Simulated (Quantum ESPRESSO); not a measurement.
Entries from a set of simulations; values are calculated unless marked as measured.

```cif
data_cosi
_symmetry_space_group_name_H-M 'P2_13'
_symmetry_Int_Tables_number 198
_cell_length_a 4.4380
_cell_length_b 4.4380
_cell_length_c 4.4380
_cell_angle_alpha 90.000
_cell_angle_beta 90.000
_cell_angle_gamma 90.000
_cell_volume 87.41
loop_
_atom_site_label
_atom_site_type_symbol
_atom_site_symmetry_multiplicity
_atom_site_Wyckoff_symbol
_atom_site_fract_x
_atom_site_fract_y
_atom_site_fract_z
_atom_site_occupancy
Co1 Co 4 a 0.14000 0.14000 0.14000 1
Si1 Si 4 a 0.84300 0.84300 0.84300 1
_calc_subject 'CoSi: which magnetic order is lowest'
_calc_method 'LDA; plane waves with GBRV 1.5 LDA potentials, no spin-orbit coupling (and 1 further level or step)'
_calc_program 'Quantum ESPRESSO 7.5'
_calc_settings_of_one_run 'GBRV 1.5 LDA, potential files Co: co_lda_v1.2.uspp.F.UPF, Si: si_lda_v1.uspp.F.UPF, cutoff 544.23 eV, 6×6×6 k-mesh, 59 bands, fermi-dirac occupations, smearing width 0.1 eV, collinear spin, SCF threshold 1.60e-8, mesh matched on, starting moments 2 2 2 2 0 0 0 0 μB'
_calc_cost '3 runs, 6.1 min in all on 4 MPI ranks of Arm Neoverse V1, shared host (the runs of this entry)'
_calc_notes 'The database entry behind the starting cell differs from later determinations by our own check (0.1 to 0.3 % short, probably kX units).'
_calc_lowest_state_found 'non-magnetic (from ferro ++++, antiferro ++-- and ferri +++-)'
_calc_largest_site_moment '0 μB'
```

[Logs and program files are shortened in this print: banners, set-up blocks, solver, clock and traceback lines can be left out without a mark of their own.]

[Logs are printed without paths, hosts, clocks, repeated set-up lines and the standing remarks that a program may print on its own settings, such as how far it seeks lower states.]

[Hosts, paths, dates, database ids (printed as entryN), source tags and the programs' standing remarks are cut or masked in the printed files.]

[Where a cell is said to come from a database of computed structures, the database is the Materials Project.]
